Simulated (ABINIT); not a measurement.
An input for ABINIT 10.8.3 (MoS2 (P6_3/mmc)):

```
acell 3*1.0 Angstrom
rprim 
  3.169000000004 -0.000000000001 0.000000000000
  -1.584500000001 2.744434504597 0.000000000000
  0.000000000000 0.000000000000 12.324000000000
ntypat 2
znucl 42 16
natom 6
typat 1 1 2 2 2 2
xred 
  0.333333333333 0.666666666667 0.250000000000
  0.666666666667 0.333333333333 0.750000000000
  0.333333333333 0.666666666667 0.623000000000
  0.666666666667 0.333333333333 0.123000000000
  0.333333333333 0.666666666667 0.877000000000
  0.666666666667 0.333333333333 0.377000000000
pp_dirpath "pseudos"
pseudos "Mo.upf, S.upf"
ecut 36
ngkpt 6 6 1
nshiftk 1
shiftk 0 0 0
kptopt 1
chksymbreak 0
istwfk *1
occopt 1
irdwfk 1
optdriver 3
nband 156
ecuteps 4.8
inclvkb 2
awtr 1
symchi 1
gwcalctyp 10
mbpt_sciss 0.621 eV
nqptdm 1
qptdm 
  0 0 0
indata_prefix "in"
outdata_prefix "out"
tmpdata_prefix "tmp"
```

The database entry behind the starting cell differs from later determinations by our own check (about 0.3 % long), so it need not match the best structure at ambient conditions.

```sh
OMP_NUM_THREADS=1 mpirun -n 8 abinit run.abi > log
```

How long will it take on 8 MPI ranks of Intel Xeon Platinum 8488C (Sapphire Rapids), shared host, and how much memory?

It took 27 s; on shared hardware allow 14 s to 54 s. Peak host memory was 2.7 GiB.

[Paths, hosts, dates, memory and timing lines, banners, echoed tables and standing remarks are left out of the program output.]

[Logs are printed without paths, hosts, clocks, repeated set-up lines and the standing remarks that a program may print on its own settings, such as how far it seeks lower states.]

[Runs of the session that timed out or met a known fault of the program may be left out.]

[Hosts, paths, dates, database ids (printed as entryN), source tags and the programs' standing remarks are cut or masked in the printed files.]

[G0W0 gaps are taken among the corrected bands and points alone; a level outside them can change the order at an edge.]

[Where Ansatz stands beside ABINIT at settings called matched, ABINIT's density can come from a denser mesh and the files from another edition; pairs whose starting gaps differed by over 0.03 eV were left out, so agreement reads better than it is.]
